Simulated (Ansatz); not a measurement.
# ZrPbSO2 (built on the sites of a database entry of ZrPbO3): following an unstable mode, part 2 of 3

Which phase does ZrPbSO2 (built on the sites of a database entry of ZrPbO3) fall into along its unstable mode, and how much energy does it gain?

Ansatz 0.2.0; DFT PBEsol, scalar-relativistic, plane waves, norm-conserving pseudopotentials.

So far. Step 4 (The mode frozen in, largest atomic shift 0.45 Å): The run ends at a pressure of -2.41 GPa, with forces up to 1.4 eV/Å. Step 5 (Energy along the mode, all amplitudes (two of the runs …): The lowest of the steps tried is at 0.45 Å, 34.0 meV/atom below the parent; the bottom of the well need not coincide with a step.

The structure was built from a prototype and need not be the compound's stable phase.

## 6. Relaxing from the distorted cell

Starting from the lowest point found, all atoms and the cell are let go, so that strain and other modes of the same symmetry can join in.

The input, input.yaml:

```yaml
crystal:
  lattice:
    - [4.1087549772, 0.0, 0.0]
    - [0.0, 5.1755016179, 0.0]
    - [0.0, 0.0, 4.1087549772]
  atoms:
    - { symbol: Zr, position: [0.0, 0.0122640661, 0.0] }
    - { symbol: Pb, position: [0.5, 0.4757394601, 0.5] }
    - { symbol: O, position: [0.5, 0.0869480938, 0.0] }
    - { symbol: O, position: [0.0, 0.0869480938, 0.5] }
    - { symbol: S, position: [0.0, 0.5351174713, 0.0] }
kpoints:
  mp_grid: { grid: [8, 6, 8] }
hamiltonian:
  xc: pbesol
  pseudopotentials: { kind: nc }
scf:
  occupations: { method: fixed }
output:
  forces: true
  stress: true
  eigenvalues: true
relax:
  adjacent_minimum: "off"
  f_tol: 0.002
  max_steps: 120
  cell: { stress_tol: 0.03 }
```

Started as:

```sh
ansatz run input.yaml --threads 8 --pin off --max-ram 14336MiB --backend cpu --events-out ev --progress --plain --runs-dir out
```

Numbers of over 12 decimals in the logs are rounded to 6 here.

The program printed:

```text
[...]
Crystal: 5 atoms, lattice volume = 87.372 Å³
Basis set: ecut = 1142.878222 eV, 7697 PW (Γ), exchange–correlation on 96×120×96 points (8 copies of the dense FFT grid, shifted against one another)
Bands: 27, of which v1, the nominal top of the filled ones, is band 22 counted from 1 (21 counted from 0)
Symmetry: 8 space group operations
[...]
k-points: 60 of 384 (time reversal used)
[...]
SCF iter   1: F=—  HF=-4479.374078 eV  |F-HF|=—  |Δ(HF+E_count)|=         —  Δρ=4.82e-2  dr2=3.81e0  ethr=3.10e-3  ⟨swp⟩=5.2  Hψ=6822  notcnv=0  defer=139
[...]
SCF iter  10: F=-4478.054114 eV  HF=-4478.054114 eV  |F-HF|=1.34e-10  |Δ(HF+E_count)|=   2.96e-8  Δρ=3.06e-6  dr2=1.09e-8  ethr=2.27e-10  ⟨swp⟩=13.0  Hψ=10050  notcnv=0
SCF 1 converged in 10 iterations: F = -4478.054114 eV  dr2 = 1.09e-8
relax step   1: F+E_penalty+E_count = -4478.05411381 eV  Δ(F+E_penalty+E_count) = +0.000e0 eV  max|allowed force component| = 1.357e0 eV/Å  Δτ_max = 0.0000 Å  P = -2.411 GPa  Ω = 87.372 Å³  (10 SCF iters, dr2 threshold 1.00e-7 eV, accepted)
Crystal: 5 atoms, lattice volume = 86.881 Å³
Basis set: ecut = 1142.878222 eV, 7629 PW (Γ), exchange–correlation on 96×120×96 points (8 copies of the dense FFT grid, shifted against one another)
[...]
iter 1 solved again at ethr=2.05e-4 eV; its pass at ethr=3.10e-3 eV (dr2=9.01e-2 eV) is discarded
[...]
SCF iter   7: F=-4478.372864 eV  HF=-4478.372864 eV  |F-HF|=2.90e-7  |Δ(HF+E_count)|=   3.54e-6  Δρ=1.51e-5  dr2=2.68e-7  ethr=1.14e-9  ⟨swp⟩=12.2  Hψ=12617  notcnv=0
SCF 2 converged in 7 iterations: F = -4478.372864 eV  dr2 = 2.68e-7
relax step   2: F+E_penalty+E_count = -4478.37286434 eV  Δ(F+E_penalty+E_count) = -3.188e-1 eV  max|allowed force component| = 6.747e-1 eV/Å  Δτ_max = 0.1950 Å  P = +0.821 GPa  Ω = 86.881 Å³  energy of the carried Pulay correction = +6.116e-5 eV  (7 SCF iters, dr2 threshold 5.00e-7 eV, accepted)
Crystal: 5 atoms, lattice volume = 89.414 Å³
Basis set: ecut = 1142.878222 eV, 7837 PW (Γ), exchange–correlation on 96×120×96 points (8 copies of the dense FFT grid, shifted against one another)
[...]
SCF iter   7: F=-4478.455064 eV  HF=-4478.455064 eV  |F-HF|=2.65e-7  |Δ(HF+E_count)|=   6.55e-7  Δρ=1.89e-5  dr2=3.12e-7  ethr=1.14e-9  ⟨swp⟩=12.1  Hψ=12698  notcnv=0
SCF 3 converged in 7 iterations: F = -4478.455064 eV  dr2 = 3.12e-7
relax step   3: F+E_penalty+E_count = -4478.45506398 eV  Δ(F+E_penalty+E_count) = -8.220e-2 eV  max|allowed force component| = 7.490e-1 eV/Å  Δτ_max = 0.1951 Å  P = +0.258 GPa  Ω = 89.414 Å³  energy of the carried Pulay correction = -2.508e-4 eV  (7 SCF iters, dr2 threshold 5.00e-7 eV, accepted)
[... from here on, the SCF cycles and remarks between the steps are left out ...]
relax step   4: F+E_penalty+E_count = -4478.47593336 eV  Δ(F+E_penalty+E_count) = -2.087e-2 eV  max|allowed force component| = 4.016e-1 eV/Å  Δτ_max = 0.0472 Å  P = -0.482 GPa  Ω = 89.416 Å³  energy of the carried Pulay correction = -2.511e-4 eV  (7 SCF iters, dr2 threshold 5.00e-7 eV, accepted)
relax step   5: F+E_penalty+E_count = -4478.49292076 eV  Δ(F+E_penalty+E_count) = -1.699e-2 eV  max|allowed force component| = 1.669e-1 eV/Å  Δτ_max = 0.0326 Å  P = -0.313 GPa  Ω = 89.250 Å³  energy of the carried Pulay correction = -2.309e-4 eV  (6 SCF iters, dr2 threshold 5.00e-7 eV, accepted)
relax step   6: F+E_penalty+E_count = -4478.51046353 eV  Δ(F+E_penalty+E_count) = -1.754e-2 eV  max|allowed force component| = 2.426e-1 eV/Å  Δτ_max = 0.0561 Å  P = -0.140 GPa  Ω = 89.646 Å³  energy of the carried Pulay correction = -2.789e-4 eV  (7 SCF iters, dr2 threshold 5.00e-7 eV, accepted)
relax step   7: F+E_penalty+E_count = -4478.51592448 eV  Δ(F+E_penalty+E_count) = -5.461e-3 eV  max|allowed force component| = 4.787e-2 eV/Å  Δτ_max = 0.0251 Å  P = -0.140 GPa  Ω = 90.319 Å³  energy of the carried Pulay correction = -3.602e-4 eV  (6 SCF iters, dr2 threshold 5.00e-7 eV, accepted)
relax step   8: F+E_penalty+E_count = -4478.51613402 eV  Δ(F+E_penalty+E_count) = -2.095e-4 eV  max|allowed force component| = 2.320e-2 eV/Å  Δτ_max = 0.0048 Å  P = +0.025 GPa  Ω = 90.236 Å³  energy of the carried Pulay correction = -3.501e-4 eV  (5 SCF iters, dr2 threshold 1.43e-7 eV, accepted)
relax step   9: F+E_penalty+E_count = -4478.51615269 eV  Δ(F+E_penalty+E_count) = -1.867e-5 eV  max|allowed force component| = 9.003e-3 eV/Å  Δτ_max = 0.0017 Å  P = +0.042 GPa  Ω = 90.212 Å³  energy of the carried Pulay correction = -3.473e-4 eV  (5 SCF iters, dr2 threshold 3.36e-8 eV, accepted)
relax step  10: F+E_penalty+E_count = -4478.51616109 eV  Δ(F+E_penalty+E_count) = -8.398e-6 eV  max|allowed force component| = 2.387e-3 eV/Å  Δτ_max = 0.0011 Å  P = +0.001 GPa  Ω = 90.260 Å³  energy of the carried Pulay correction = -3.531e-4 eV  (5 SCF iters, dr2 threshold 7.53e-9 eV, accepted)
relax step  11: F+E_penalty+E_count = -4478.51616288 eV  Δ(F+E_penalty+E_count) = -1.791e-6 eV  max|allowed force component| = 3.399e-4 eV/Å  Δτ_max = 0.0004 Å  P = -0.000 GPa  Ω = 90.254 Å³  energy of the carried Pulay correction = -3.523e-4 eV  (5 SCF iters, dr2 threshold 3.56e-10 eV, accepted)
relax step  12: F+E_penalty+E_count = -4478.51908735 eV  Δ(F+E_penalty+E_count) = -2.924e-3 eV  max|allowed force component| = 3.100e-4 eV/Å  Δτ_max = 0.0000 Å  P = +0.064 GPa  Ω = 90.254 Å³  stress off target by 1.65e-1 GPa  SCF on the basis re-selected at this cell (its energy is not comparable with the rows above)  (6 SCF iters)
relax step  13: F+E_penalty+E_count = -4478.51927572 eV  Δ(F+E_penalty+E_count) = -1.884e-4 eV  max|allowed force component| = 5.925e-3 eV/Å  Δτ_max = 0.0046 Å  P = +0.017 GPa  Ω = 90.404 Å³  energy of the carried Pulay correction = -2.027e-5 eV  (6 SCF iters, dr2 threshold 6.81e-8 eV, accepted)
relax step  14: F+E_penalty+E_count = -4478.51928759 eV  Δ(F+E_penalty+E_count) = -1.187e-5 eV  max|allowed force component| = 3.646e-4 eV/Å  Δτ_max = 0.0018 Å  P = -0.000 GPa  Ω = 90.453 Å³  energy of the carried Pulay correction = -2.693e-5 eV  (6 SCF iters, dr2 threshold 2.19e-9 eV, accepted)
[...]
SCF iter   1: F=—  HF=-4478.519269 eV  |F-HF|=—  |Δ(HF+E_count)|=         —  Δρ=7.39e-6  dr2=4.17e-9  ethr=8.42e-8  ⟨swp⟩=4.8  Hψ=13015  notcnv=0  defer=179
eigensolver tolerance schedule: the retry pair's looser diagonalisation over-reported the residual by 8869.37 of it (diagonalisation noise at 0.32 of the residual, at the tolerance the schedule requests for it); recorded, not acted on — ethr = c·dr2/N_el stays at c = 1.0e-1
[...]
SCF iter   2: F=—  HF=-4478.519319 eV  |F-HF|=—  |Δ(HF+E_count)|=   4.94e-5  Δρ=4.03e-6  dr2=1.29e-9  ethr=9.49e-12  ⟨swp⟩=3.6  Hψ=4439  notcnv=0  defer=167
[...]
SCF iter   6: F=-4478.519319 eV  HF=-4478.519319 eV  |F-HF|=1.82e-12  |Δ(HF+E_count)|=  3.55e-11  Δρ=3.91e-8  dr2=1.04e-12  ethr=1.00e-12  ⟨swp⟩=14.4  Hψ=11615  notcnv=0
SCF 15 converged in 6 iterations: F = -4478.519319 eV  dr2 = 1.04e-12
relax step  15: F+E_penalty+E_count = -4478.51931859 eV  Δ(F+E_penalty+E_count) = -3.100e-5 eV  max|allowed force component| = 3.660e-4 eV/Å  Δτ_max = 0.0000 Å  P = -0.000 GPa  Ω = 90.453 Å³  stress off target by 3.55e-3 GPa  SCF on the basis re-selected at this cell (its energy is not comparable with the rows above)  (6 SCF iters)
[...]
SCF converged after 6 iterations
Free energy (F): -4478.519319 eV
[...]
Internal energy: -4478.519319 eV  (E = F + TS)
E sigma→0 (E₀):  -4478.519319 eV
Fermi energy:    9.005533 eV
[...]
--- Forces (eV/Å), atoms counted from 1 ---
  atom   1  Zr     0.00000000    -0.00036602     0.00000000
  atom   2  Pb    -0.00000000    -0.00001059    -0.00000000
  atom   3  O      0.00000000     0.00005107     0.00000000
  atom   4  O     -0.00000000     0.00005107    -0.00000000
  atom   5  S      0.00000000     0.00027421     0.00000000
  max |Σ_I F_I| component: 2.60e-7 eV/Å
--- Stress (GPa, compression-positive) ---
       -0.001822       0.000000       0.000000
        0.000000       0.003548      -0.000000
        0.000000      -0.000000      -0.001822
  P = ⅓ Tr σ = -0.0000 GPa (-0.000 kbar)
--- Band table (eV; the first three rows and the last of 60) ---
  k-point 0: bands = [... 18 lower, 6.6635, 7.2077, 7.4744, 7.4744, 11.4086, 11.9344, 12.2719, 12.2719, ... 1 higher]
  k-point 1: bands = [... 18 lower, 6.8039, 7.0990, 7.4948, 7.7332, 11.6720, 11.7979, 12.1181, 12.3329, ... 1 higher]
  k-point 2: bands = [... 18 lower, 6.4151, 7.0749, 7.6238, 8.3149, 11.3798, 12.1883, 12.3018, 12.5629, ... 1 higher]
  k-point 59: bands = [... 18 lower, 5.9017, 7.2825, 7.2825, 7.7303, 11.4726, 11.4726, 13.0803, 14.0569, ... 1 higher]
--- Relaxed structure (13 steps of the walk, 13 accepted, 2 SCFs on fresh bases) ---
  F+E_penalty+E_count = -4478.51931859 eV   max|allowed force component| = 3.660e-4 eV/Å   (the final SCF, on the basis selected at the relaxed cell)
  cell:  # Å, volume = 90.4530 Å³
    - [4.000785, 0, 0]
    - [0, 5.651095, 0.0]
    - [0, 0.0, 4.000785]
  atoms:
    - { symbol: Zr, position: [0, 0.013877, 0] }
    - { symbol: Pb, position: [0.5, 0.397371, 0.5] }
    - { symbol: O, position: [0.5, 0.103288, 0] }
    - { symbol: O, position: [0, 0.103288, 0.5] }
    - { symbol: S, position: [0, 0.579194, 0.0] }
```

It took 2.1 min on 8 threads of Intel Xeon Platinum 8259CL at 2.50GHz (Skylake/Cascade Lake), shared host; peak memory 1.2 GiB.

Relaxation path:

```
step  energy less that of the first step (eV)  largest force component (eV/Å)  pressure (GPa)  volume (Å³)
   1                                   0.0000                          1.3567           -2.41        87.37
   2                                  -0.3188                          0.6747            0.82        86.88
   3                                  -0.4010                          0.7490            0.26        89.41
   4                                  -0.4218                          0.4016           -0.48        89.42
   5                                  -0.4388                          0.1669           -0.31        89.25
   6                                  -0.4564                          0.2426           -0.14        89.65
   7                                  -0.4618                          0.0479           -0.14        90.32
   8                                  -0.4620                          0.0232            0.02        90.24
   9                                  -0.4620                          0.0090            0.04        90.21
  10                                  -0.4620                          0.0024            0.00        90.26
  11                                  -0.4620                          0.0003            0.00        90.25
 12*                                  -0.4650                          0.0003            0.06        90.25
  13                                  -0.4652                          0.0059            0.02        90.40
  14                                  -0.4652                          0.0004            0.00        90.45
 15*                                  -0.4652                          0.0004            0.00        90.45
```

Relaxation steps marked * repeat the geometry before them on a plane-wave basis chosen anew for their cell, so energy and pressure can jump there.

Forces are held to the 8 operations that the run works with; a distortion that breaks them can't arise in this run.

```
     cell as run  before  after  change
           a (Å)   4.109  4.001  -2.6 %
           b (Å)   5.176  5.651  +9.2 %
           c (Å)   4.109  4.001  -2.6 %
volume (Å³/atom)   17.47  18.09  +3.5 %
```

The atoms that moved most (Å, as changes of fractional coordinates times the final cell):

| atom | dx | dy | dz | length |
| --- | --- | --- | --- | --- |
| Pb2 | 0.000 | -0.443 | 0.000 | 0.443 |
| S5 | 0.000 | 0.249 | 0.000 | 0.249 |
| O4 | 0.000 | 0.092 | 0.000 | 0.092 |
| O3 | 0.000 | 0.092 | 0.000 | 0.092 |
| Zr1 | 0.000 | 0.009 | 0.000 | 0.009 |

Final coordinates:

```xyz
5
Lattice="4.0008 0.0000 0.0000 0.0000 5.6511 0.0000 0.0000 0.0000 4.0008" Properties=species:S:1:pos:R:3 pbc="T T T"
Zr    0.0000    0.0784    0.0000
Pb    2.0004    2.2456    2.0004
O     2.0004    0.5837    0.0000
O     0.0000    0.5837    2.0004
S     0.0000    3.2731    0.0000
```

This step gave:

- pressure: -3.17e-5 GPa
- gap on the k-mesh: 2.015 eV
- volume per atom: 18.09 Å³

The distorted start has space group P4mm; the relaxation ends in P4mm.

## 7. The new phase in its own primitive cell

The relaxed structure is symmetrised, reduced to its primitive cell and relaxed tightly, as its phonons need.

input.yaml, the sections that differ from step 6:

```yaml
crystal:
  lattice:
    - [4.0007851462, 0.0, 0.0]
    - [0.0, 4.0007851462, 0.0]
    - [0.0, 0.0, 5.6510947982]
  atoms:
    - { symbol: Zr, position: [0.0, 0.0, 0.9861229443] }
    - { symbol: Pb, position: [0.5, 0.5, 0.6026289903] }
    - { symbol: O, position: [0.5, 0.0, 0.8967122169] }
    - { symbol: O, position: [0.0, 0.5, 0.8967122169] }
    - { symbol: S, position: [0.0, 0.0, 0.4208064465] }
kpoints:
  mp_grid: { grid: [6, 6, 4] }
relax:
  adjacent_minimum: "off"
  f_tol: 0.001
  max_steps: 60
  cell: { stress_tol: 0.01 }
# hamiltonian, scf, output: as in step 6
```

The program printed:

```text
[...]
Crystal: 5 atoms, lattice volume = 90.453 Å³
Basis set: ecut = 1142.878222 eV, 7887 PW (Γ), exchange–correlation on 90×90×128 points (8 copies of the dense FFT grid, shifted against one another)
Bands: 27, of which v1, the nominal top of the filled ones, is band 22 counted from 1 (21 counted from 0)
Symmetry: 8 space group operations
[...]
--- Relaxed structure (7 steps of the walk, 6 accepted, 1 SCFs on fresh bases) ---
[...]
cell:  # Å, volume = 90.4998 Å³
    - [3.998602, 0, 0]
    - [0, 3.998602, 0.0]
    - [0, 0.0, 5.660195]
  atoms:
    - { symbol: Zr, position: [0, 0, 0.986540] }
    - { symbol: Pb, position: [0.500000, 0.500000, 0.602846] }
    - { symbol: O, position: [0.500000, 0, 0.896594] }
    - { symbol: O, position: [0, 0.500000, 0.896594] }
    - { symbol: S, position: [0, 0, 0.420408] }
[key lines of the parts left out:]
SCF converged after 5 iterations
Free energy (F): -4478.518386 eV
Fermi energy:    8.996609 eV
P = ⅓ Tr σ = 0.0004 GPa (0.004 kbar)
```

The job ended after 29 s (8 threads; peak memory 1 GiB; 3.7 min of CPU time).

Step by step:

| step | energy less that of the first step (eV) | largest force component (eV/Å) | pressure (GPa) | volume (Å³) |
| --- | --- | --- | --- | --- |
| 1 | 0.0000 | 0.0081 | 0.00 | 90.45 |
| 2 | 0.0000 | 0.0040 | -0.01 | 90.48 |
| 3 | 0.0000 | 0.0079 | 0.00 | 90.48 |
| 4 | 0.0000 | 0.0025 | 0.00 | 90.50 |
| 5 | 0.0000 | 0.0014 | 0.00 | 90.50 |
| 6 | 0.0000 | 0.0027 | -0.01 | 90.50 |
| 7 | 0.0000 | 0.0003 | 0.00 | 90.50 |
| 8* | 0.0000 | 0.0003 | 0.00 | 90.50 |

Relaxation steps marked * repeat the geometry before them on a plane-wave basis chosen anew for their cell, so energy and pressure can jump there. Relaxation step 6 was tried and not accepted.

The run keeps the 8 symmetry operations that it works with, so distortions that break them were not tested.

```csv
"conventional cell, symmetrised",before,after,change
a (Å),4.001,3.999,-0.1 %
b (Å),4.001,3.999,-0.1 %
c (Å),5.651,5.660,+0.2 %
volume (Å³/atom),18.09,18.10,+0.1 %
```

Numbers from this step:

```
pressure           : 3.65e-4 GPa
gap on the k-mesh  : 2.019 eV
volume per atom    : 18.10 Å³
direct gap on mesh : 2.748 eV
```

The largest force component left is 0.33 meV/Å and the pressure is 0.000 GPa, within the tolerances set. The cell now holds 18.10 Å³/atom.

(Part 2 of 3 ends here.)

[Logs are printed without paths, hosts, clocks, repeated set-up lines and the standing remarks that a program may print on its own settings, such as how far it seeks lower states.]

[Hosts, paths, dates, database ids (printed as entryN), source tags and the programs' standing remarks are cut or masked in the printed files.]
